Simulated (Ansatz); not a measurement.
# RbGeH3 (model cell, started as cubic perovskite with Ge in the octahedra): following an unstable mode, part 2 of 3

Aim: this structure of RbGeH3 (model cell, started as cubic perovskite with Ge in the octahedra) is to be tested for unstable modes, and one is followed downhill.

Ansatz 0.2.0; DFT PBEsol, scalar-relativistic, plane waves, PAW; PAW set soft_1.

So far, highest frequency on the path or at a solved wavevector (cm⁻¹): step 2 (the dispersion) 959. Also lowest frequency on the path (cm⁻¹): step 2 -1638.

The structure was built from a prototype and need not be the compound's stable phase.

## 4. The mode frozen in, largest atomic shift 0.45 Å

The atoms are moved along the unstable eigenvector, the largest shift by 0.45 Å, with the cell fixed.

Input file input.yaml:

```yaml
crystal:
  lattice:
    - [4.0529361437, 0.0, 0.0]
    - [0.0, 4.0529361437, 0.0]
    - [0.0, 0.0, 4.0529361437]
  atoms:
    - { symbol: Rb, position: [0.0001846017, -0.0001846017, -0.0001846017] }
    - { symbol: Ge, position: [0.5012857124, 0.4987142876, 0.4987142876] }
    - { symbol: H, position: [0.5013607446, 0.4986392554, 0.1110139389] }
    - { symbol: H, position: [0.5013607446, 0.1110139389, 0.4986392554] }
    - { symbol: H, position: [-0.1110139389, 0.4986392554, 0.4986392554] }
kpoints:
  mp_grid: { grid: [12, 12, 12] }
hamiltonian:
  xc: pbesol
  pseudopotentials: { kind: paw, azcp: { folder: soft_1 }, xc_functional: pbe }
scf:
  occupations: { method: methfessel_paxton, width: 0.2 }
output:
  forces: true
  stress: true
  eigenvalues: true
```

Launch:

```bash
> ansatz run input.yaml --threads 8 --pin off --max-ram 16384MiB --backend cpu --events-out ev --progress --plain --runs-dir out
```

Numbers of over 12 decimals in the logs are rounded to 6 here.

The log of the run:

```text
[...]
Crystal: 5 atoms, lattice volume = 66.575 Å³
Basis set: ecut = 420 eV, 1309 PW (Γ), exchange–correlation on 60×60×60 points (8 copies of the dense FFT grid, shifted against one another)
Bands: 18, of which v1, the nominal top of the filled ones, is band 13 counted from 1 (12 counted from 0)
Symmetry: 6 space group operations
[...]
k-points: 189 of 1728 (time reversal used)
[...]
k-point 0: bands = [... 9 lower, -4.2437, 3.4896, 3.4896, 6.7207, 8.0106, 8.0106, 9.9402, 13.1574, ... 1 higher]
  k-point 1: bands = [... 9 lower, -4.0712, 3.3119, 3.5011, 6.6052, 8.0200, 8.1308, 10.2920, 12.8873, ... 1 higher]
  k-point 2: bands = [... 9 lower, -3.7561, 2.8408, 3.5329, 6.4216, 8.0510, 8.4250, 11.1495, 12.2662, ... 1 higher]
  k-point 188: bands = [... 9 lower, -2.4135, 1.1905, 1.1905, 2.7632, 11.5260, 11.5260, 11.5566, 14.6799, ... 1 higher]
[key lines of the parts left out:]
SCF converged after 8 iterations
Free energy (F): -7517.705403 eV
Fermi energy:    7.327045 eV
P = ⅓ Tr σ = 7.5088 GPa (75.088 kbar)
```

Run time: 3 s. Hardware: 8 threads of Arm Neoverse V2, shared host; peak memory 0.58 GiB.

Numbers from this step:

```yaml
pressure: 7.509 GPa
gap_on_the_k_mesh: 1.290 eV
energy_from_the_undistorted_cell: -118.4 meV/atom
```

The energy, extrapolated to zero smearing, is -118.41 meV/atom against the undistorted cell.

The run ends at a pressure of 7.51 GPa, with forces up to 1.0 eV/Å.

## 5. Energy along the mode, all amplitudes (two of the runs are shown above)

An imaginary frequency means negative curvature, so the energy should fall and then rise again as anharmonic terms take over.

This step gave:

```yaml
depth_at_the_lowest_point_sampled: 118.4 meV/atom
largest_atomic_shift_at_that_point: 0.45 Å
```

The energy from the parent by largest atomic shift:

| largest atomic shift (Å) | energy from the parent (meV/atom) |
| --- | --- |
| 0.000 | 0 |
| 0.040 | -4.36 |
| 0.080 | -15.4 |
| 0.140 | -39.6 |
| 0.220 | -77.2 |
| 0.320 | -117 |
| 0.450 | -118 |
| 0.600 | 45.5 |

Displacement at unit largest shift by atom:

| atom | x (Å) | y (Å) | z (Å) | size |
| --- | --- | --- | --- | --- |
| Rb1 | 0.00 | 0.00 | 0.00 | 0.00 |
| Ge2 | 0.01 | -0.01 | -0.01 | 0.02 |
| H3 | 0.01 | -0.01 | 1.00 | 1.00 |
| H4 | 0.01 | 1.00 | -0.01 | 1.00 |
| H5 | -1.00 | -0.01 | -0.01 | 1.00 |

The lowest of the steps tried is at 0.45 Å, 118 meV/atom below the parent; the bottom of the well need not coincide with a step.

## 6. Relaxing from the distorted cell

Starting from the lowest point found, all atoms and the cell are let go, so that strain and other modes of the same symmetry can join in.

input.yaml: that of step 4 with these lines changed.

```diff
@@ -22 +22,6 @@
   eigenvalues: true
+relax:
+  adjacent_minimum: "off"
+  f_tol: 0.002
+  max_steps: 120
+  cell: { stress_tol: 0.03 }
```

The log of the run:

```text
[...]
Crystal: 5 atoms, lattice volume = 66.575 Å³
Basis set: ecut = 420 eV, 1309 PW (Γ), exchange–correlation on 60×60×60 points (8 copies of the dense FFT grid, shifted against one another)
Bands: 18, of which v1, the nominal top of the filled ones, is band 13 counted from 1 (12 counted from 0)
Symmetry: 6 space group operations
[...]
k-points: 189 of 1728 (time reversal used)
[...]
SCF iter   1: F=—  HF=-7518.406467 eV  |F-HF|=—  |Δ(HF+E_count)|=         —  Δρ=6.15e-2  dr2=2.00e0  ethr=3.10e-3  ⟨swp⟩=5.0  Hψ=18107  notcnv=0
[...]
SCF iter   8: F=-7517.705403 eV  HF=-7517.705403 eV  |F-HF|=7.59e-9  |Δ(HF+E_count)|=   3.94e-7  S|Δr|=    0.00e0  Δρ=2.79e-6  dr2=6.13e-9  ethr=3.85e-10  ⟨swp⟩=11.4  Hψ=19374  notcnv=0
SCF 1 converged in 8 iterations: F = -7517.705403 eV  dr2 = 6.13e-9
[...]
relax step   1: F+E_penalty+E_count = -7517.70540341 eV  Δ(F+E_penalty+E_count) = +0.000e0 eV  max|allowed force component| = 6.006e-1 eV/Å  Δτ_max = 0.0000 Å  P = +7.509 GPa  Ω = 66.575 Å³  (8 SCF iters, dr2 threshold 1.00e-7 eV, accepted)
Crystal: 5 atoms, lattice volume = 76.345 Å³
Basis set: ecut = 420 eV, 1491 PW (Γ), exchange–correlation on 60×60×60 points (8 copies of the dense FFT grid, shifted against one another)
[...]
SCF iter   6: F=-7517.950040 eV  HF=-7517.950040 eV  |F-HF|=1.34e-7  |Δ(HF+E_count)|=   5.41e-6  S|Δr|=    0.00e0  Δρ=1.31e-5  dr2=1.68e-7  ethr=1.92e-9  ⟨swp⟩=6.0  Hψ=20453  notcnv=0
SCF 2 converged in 6 iterations: F = -7517.950040 eV  dr2 = 1.68e-7
relax step   2: F+E_penalty+E_count = -7517.95004046 eV  Δ(F+E_penalty+E_count) = -2.446e-1 eV  max|allowed force component| = 2.248e-1 eV/Å  Δτ_max = 0.0779 Å  P = +2.076 GPa  Ω = 76.345 Å³  energy of the carried Pulay correction = -4.619e-3 eV  (6 SCF iters, dr2 threshold 5.00e-7 eV, accepted)
Crystal: 5 atoms, lattice volume = 80.922 Å³
Basis set: ecut = 420 eV, 1563 PW (Γ), exchange–correlation on 60×60×60 points (8 copies of the dense FFT grid, shifted against one another)
[...]
SCF iter   6: F=-7517.983645 eV  HF=-7517.983645 eV  |F-HF|=6.22e-8  |Δ(HF+E_count)|=   6.76e-7  S|Δr|=    0.00e0  Δρ=6.87e-6  dr2=4.56e-8  ethr=1.92e-9  ⟨swp⟩=7.0  Hψ=18071  notcnv=0
SCF 3 converged in 6 iterations: F = -7517.983645 eV  dr2 = 4.56e-8
relax step   3: F+E_penalty+E_count = -7517.98364465 eV  Δ(F+E_penalty+E_count) = -3.360e-2 eV  max|allowed force component| = 3.061e-2 eV/Å  Δτ_max = 0.0384 Å  P = +0.553 GPa  Ω = 80.922 Å³  energy of the carried Pulay correction = -6.573e-3 eV  (6 SCF iters, dr2 threshold 5.00e-7 eV, accepted)
[... from here on, the SCF cycles and remarks between the steps are left out ...]
relax step   4: F+E_penalty+E_count = -7517.98738028 eV  Δ(F+E_penalty+E_count) = -3.736e-3 eV  max|allowed force component| = 2.002e-2 eV/Å  Δτ_max = 0.0064 Å  P = -0.014 GPa  Ω = 83.187 Å³  energy of the carried Pulay correction = -7.497e-3 eV  (5 SCF iters, dr2 threshold 5.00e-7 eV, accepted)
relax step   5: F+E_penalty+E_count = -7517.98774981 eV  Δ(F+E_penalty+E_count) = -3.695e-4 eV  max|allowed force component| = 1.217e-2 eV/Å  Δτ_max = 0.0086 Å  P = -0.042 GPa  Ω = 83.679 Å³  energy of the carried Pulay correction = -7.694e-3 eV  (6 SCF iters, dr2 threshold 3.81e-8 eV, accepted)
relax step   6: F+E_penalty+E_count = -7517.98796350 eV  Δ(F+E_penalty+E_count) = -2.137e-4 eV  max|allowed force component| = 5.226e-3 eV/Å  Δτ_max = 0.0081 Å  P = -0.015 GPa  Ω = 83.608 Å³  energy of the carried Pulay correction = -7.666e-3 eV  (5 SCF iters, dr2 threshold 4.23e-8 eV, accepted)
relax step   7: F+E_penalty+E_count = -7517.98798368 eV  Δ(F+E_penalty+E_count) = -2.018e-5 eV  max|allowed force component| = 1.824e-3 eV/Å  Δτ_max = 0.0010 Å  P = +0.010 GPa  Ω = 83.606 Å³  energy of the carried Pulay correction = -7.665e-3 eV  (5 SCF iters, dr2 threshold 6.80e-9 eV, accepted)
relax step   8: F+E_penalty+E_count = -7517.98797769 eV  Δ(F+E_penalty+E_count) = +5.995e-6 eV  max|allowed force component| = 1.175e-3 eV/Å  Δτ_max = 0.0026 Å  P = +0.001 GPa  Ω = 83.635 Å³  energy of the carried Pulay correction = -7.677e-3 eV  (6 SCF iters, accepted)
relax step   9: F+E_penalty+E_count = -7518.00222740 eV  Δ(F+E_penalty+E_count) = -1.425e-2 eV  max|allowed force component| = 6.646e-3 eV/Å  Δτ_max = 0.0000 Å  P = +0.122 GPa  Ω = 83.635 Å³  stress off target by 1.44e-1 GPa  SCF on the basis re-selected at this cell (its energy is not comparable with the rows above)  (7 SCF iters)
relax step  10: F+E_penalty+E_count = -7518.00245938 eV  Δ(F+E_penalty+E_count) = -2.320e-4 eV  max|allowed force component| = 1.481e-3 eV/Å  Δτ_max = 0.0061 Å  P = +0.019 GPa  Ω = 84.483 Å³  energy of the carried Pulay correction = -2.879e-4 eV  (5 SCF iters, dr2 threshold 5.16e-8 eV, accepted)
relax step  11: F+E_penalty+E_count = -7518.00241781 eV  Δ(F+E_penalty+E_count) = +4.157e-5 eV  max|allowed force component| = 3.908e-4 eV/Å  Δτ_max = 0.0016 Å  P = +0.001 GPa  Ω = 84.670 Å³  energy of the carried Pulay correction = -3.518e-4 eV  (7 SCF iters, accepted)
[...]
SCF iter   5: F=-7518.002777 eV  HF=-7518.002777 eV  |F-HF|=1.82e-11  |Δ(HF+E_count)|=  2.86e-10  S|Δr|=    0.00e0  Δρ=1.07e-7  dr2=1.36e-11  ethr=1.00e-12  ⟨swp⟩=7.7  Hψ=17624  notcnv=0
SCF 12 converged in 5 iterations: F = -7518.002777 eV  dr2 = 1.36e-11
relax step  12: F+E_penalty+E_count = -7518.00277741 eV  Δ(F+E_penalty+E_count) = -3.596e-4 eV  max|allowed force component| = 2.722e-4 eV/Å  Δτ_max = 0.0000 Å  P = +0.002 GPa  Ω = 84.670 Å³  stress off target by 3.56e-3 GPa  SCF on the basis re-selected at this cell (its energy is not comparable with the rows above)  (5 SCF iters)
[...]
SCF converged after 5 iterations
[...]
Free energy (F): -7518.002777 eV
[...]
Internal energy: -7518.002777 eV  (E = F + TS)
E sigma→0 (E₀):  -7518.002777 eV
Fermi energy:    5.094502 eV
[...]
--- Forces (eV/Å), atoms counted from 1 ---
  atom   1  Rb     0.00002019    -0.00002019    -0.00002019
  atom   2  Ge    -0.00027226     0.00027226     0.00027226
  atom   3  H      0.00009027    -0.00009027    -0.00007119
  atom   4  H      0.00009027    -0.00007119    -0.00009027
  atom   5  H      0.00007119    -0.00009027    -0.00009027
  max |Σ_I F_I| component: 3.48e-7 eV/Å
--- Stress (GPa, compression-positive) ---
        0.002270       0.001294       0.001294
        0.001294       0.002270      -0.001294
        0.001294      -0.001294       0.002270
  P = ⅓ Tr σ = 0.0023 GPa (0.023 kbar)
--- Band table (eV; the first three rows and the last of 189) ---
  k-point 0: bands = [... 9 lower, -5.4966, 1.5141, 1.5141, 4.2733, 5.9934, 5.9934, 6.5317, 10.6331, ... 1 higher]
  k-point 1: bands = [... 9 lower, -5.4459, 1.3800, 1.5196, 4.1528, 6.0207, 6.0215, 6.9143, 10.4591, ... 1 higher]
  k-point 2: bands = [... 9 lower, -5.3112, 1.0236, 1.5347, 3.9569, 6.1043, 6.1807, 7.7487, 10.0218, ... 1 higher]
  k-point 188: bands = [... 9 lower, -4.2750, -0.1779, -0.1779, 1.4400, 8.6146, 8.6146, 9.0255, 11.4492, ... 1 higher]
--- Relaxed structure (10 steps of the walk, 10 accepted, 2 SCFs on fresh bases) ---
  F+E_penalty+E_count = -7518.00277741 eV   max|allowed force component| = 2.722e-4 eV/Å   (the final SCF, on the basis selected at the relaxed cell)
  cell:  # Å, volume = 84.6698 Å³
    - [4.392294, 0.071150, 0.071150]
    - [0.071150, 4.392294, -0.071150]
    - [0.071150, -0.071150, 4.392294]
  atoms:
    - { symbol: Rb, position: [0.016632, -0.016632, -0.016632] }
    - { symbol: Ge, position: [0.500477, 0.499523, 0.499523] }
    - { symbol: H, position: [0.502543, 0.497457, 0.129018] }
    - { symbol: H, position: [0.502543, 0.129018, 0.497457] }
    - { symbol: H, position: [-0.129018, 0.497457, 0.497457] }
```

Elapsed: 39 s, on 8 threads; peak memory 0.7 GiB; 4.9 min of CPU time.

The steps of the relaxation:

```csv
step,energy less that of the first step (eV),largest force component (eV/Å),pressure (GPa),volume (Å³)
1,0.0000,0.6006,7.51,66.57
2,-0.2446,0.2248,2.08,76.35
3,-0.2782,0.0306,0.55,80.92
4,-0.2820,0.0200,-0.01,83.19
5,-0.2823,0.0122,-0.04,83.68
6,-0.2826,0.0052,-0.01,83.61
7,-0.2826,0.0018,0.01,83.61
8,-0.2826,0.0012,0.00,83.63
9*,-0.2968,0.0066,0.12,83.63
10,-0.2971,0.0015,0.02,84.48
11,-0.2970,0.0004,0.00,84.67
12*,-0.2974,0.0003,0.00,84.67
```

Relaxation steps marked * repeat the geometry before them on a plane-wave basis chosen anew for their cell, so energy and pressure can jump there.

The run keeps the 6 symmetry operations that it works with, so distortions that break them were not tested.

| conventional cell, symmetrised | before | after | change |
| --- | --- | --- | --- |
| a (Å) | 5.732 | 6.312 | +10.1 % |
| b (Å) | 5.732 | 6.312 | +10.1 % |
| c (Å) | 7.020 | 7.361 | +4.9 % |
| volume (Å³/atom) | 13.31 | 16.93 | +27.2 % |

The atoms that moved most (Å, as changes of fractional coordinates times the final cell):

| atom | dx | dy | dz | length |
| --- | --- | --- | --- | --- |
| Rb1 | 0.070 | -0.070 | -0.070 | 0.121 |
| H4 | 0.006 | 0.079 | -0.006 | 0.080 |
| H5 | -0.079 | -0.006 | -0.006 | 0.080 |
| H3 | 0.006 | -0.006 | 0.079 | 0.080 |
| Ge2 | -0.003 | 0.003 | 0.003 | 0.006 |

Final coordinates:

```xyz
5
Lattice="4.3923 0.0712 0.0712 0.0712 4.3923 -0.0712 0.0712 -0.0712 4.3923" Properties=species:S:1:pos:R:3 pbc="T T T"
Rb    0.0707   -0.0707   -0.0707
Ge    2.2693    2.1941    2.1941
H     2.2519    2.2116    0.5670
H     2.2519    0.5670    2.2116
H    -0.4959    2.1404    2.1404
```

This step gave:

| Property | Result |
| --- | --- |
| pressure | 0.002270 GPa |
| volume per atom | 16.93 Å³ |
| gap on the k-mesh | 1.694 eV |

The distorted start has space group R3m; the relaxation ends in R3m.

## 7. The new phase in its own primitive cell

The relaxed structure is symmetrised, reduced to its primitive cell and relaxed tightly, as its phonons need.

Input file input.yaml:

```yaml
crystal:
  lattice:
    - [3.156131614, 1.822193437, 2.453734881]
    - [-3.156131614, 1.822193437, 2.453734881]
    - [0.0, -3.6443868739, 2.453734881]
  atoms:
    - { symbol: Rb, position: [0.016632128, 0.016632128, 0.016632128] }
    - { symbol: Ge, position: [0.50047718, 0.50047718, 0.50047718] }
    - { symbol: H, position: [0.5025431467, 0.870982263, 0.5025431467] }
    - { symbol: H, position: [0.870982263, 0.5025431467, 0.5025431467] }
    - { symbol: H, position: [0.5025431467, 0.5025431467, 0.870982263] }
kpoints:
  mp_grid: { grid: [6, 6, 6] }
hamiltonian:
  xc: pbesol
  pseudopotentials: { kind: paw, azcp: { folder: soft_1 }, xc_functional: pbe }
scf:
  occupations: { method: fixed }
output:
  forces: true
  stress: true
  eigenvalues: true
relax:
  adjacent_minimum: "off"
  f_tol: 0.001
  max_steps: 60
  cell: { stress_tol: 0.01 }
```

The log of the run:

```text
[...]
Crystal: 5 atoms, lattice volume = 84.670 Å³
Basis set: ecut = 420 eV, 1665 PW (Γ), exchange–correlation on 60×60×60 points (8 copies of the dense FFT grid, shifted against one another)
Bands: 18, of which v1, the nominal top of the filled ones, is band 13 counted from 1 (12 counted from 0)
Symmetry: 6 space group operations
[...]
k-points: 32 of 216 (time reversal used)
[...]
cell:  # Å, volume = 85.0075 Å³
    - [3.163143, 1.826242, 2.452613]
    - [-3.163143, 1.826242, 2.452613]
    - [0, -3.652483, 2.452613]
  atoms:
    - { symbol: Rb, position: [0.016514, 0.016514, 0.016514] }
    - { symbol: Ge, position: [0.500509, 0.500509, 0.500509] }
    - { symbol: H, position: [0.502920, 0.870316, 0.502920] }
    - { symbol: H, position: [0.870316, 0.502920, 0.502920] }
    - { symbol: H, position: [0.502920, 0.502920, 0.870316] }
[key lines of the parts left out:]
SCF converged after 5 iterations
Free energy (F): -7517.999533 eV
Fermi energy:    4.234358 eV
P = ⅓ Tr σ = 0.0015 GPa (0.015 kbar)
```

Elapsed: 4.3 s, on 8 threads; peak memory 0.47 GiB.

The steps of the relaxation:

```
step  energy less that of the first step (eV)  largest force component (eV/Å)  pressure (GPa)  volume (Å³)
   1                                   0.0000                          0.0107            0.02        84.67
   2                                   0.0000                          0.0067            0.01        84.85
   3                                   0.0000                          0.0015            0.00        85.00
   4                                   0.0000                          0.0009            0.00        85.01
   5                                   0.0000                          0.0009            0.00        85.01
  6*                                  -0.0001                          0.0009            0.00        85.01
```

Relaxation steps marked * repeat the geometry before them on a plane-wave basis chosen anew for their cell, so energy and pressure can jump there.

Forces are held to the 6 operations that the run works with; a distortion that breaks them can't arise in this run.

| conventional cell, symmetrised | before | after | change |
| --- | --- | --- | --- |
| a (Å) | 6.312 | 6.326 | +0.2 % |
| b (Å) | 6.312 | 6.326 | +0.2 % |
| c (Å) | 7.361 | 7.358 | -0.0 % |
| volume (Å³/atom) | 16.93 | 17.00 | +0.4 % |

This step gave:

```yaml
pressure: 0.001485 GPa
gap_on_the_k_mesh: 1.740 eV
volume_per_atom: 17.00 Å³
direct_gap_on_mesh: 1.740 eV
```

The largest force component left is 0.89 meV/Å and the pressure is 0.001 GPa, within the tolerances set. The cell now holds 17.00 Å³/atom.

(Part 2 of 3 ends here.)

[Logs are printed without paths, hosts, clocks, repeated set-up lines and the standing remarks that a program may print on its own settings, such as how far it seeks lower states.]

[Hosts, paths, dates, database ids (printed as entryN), source tags and the programs' standing remarks are cut or masked in the printed files.]
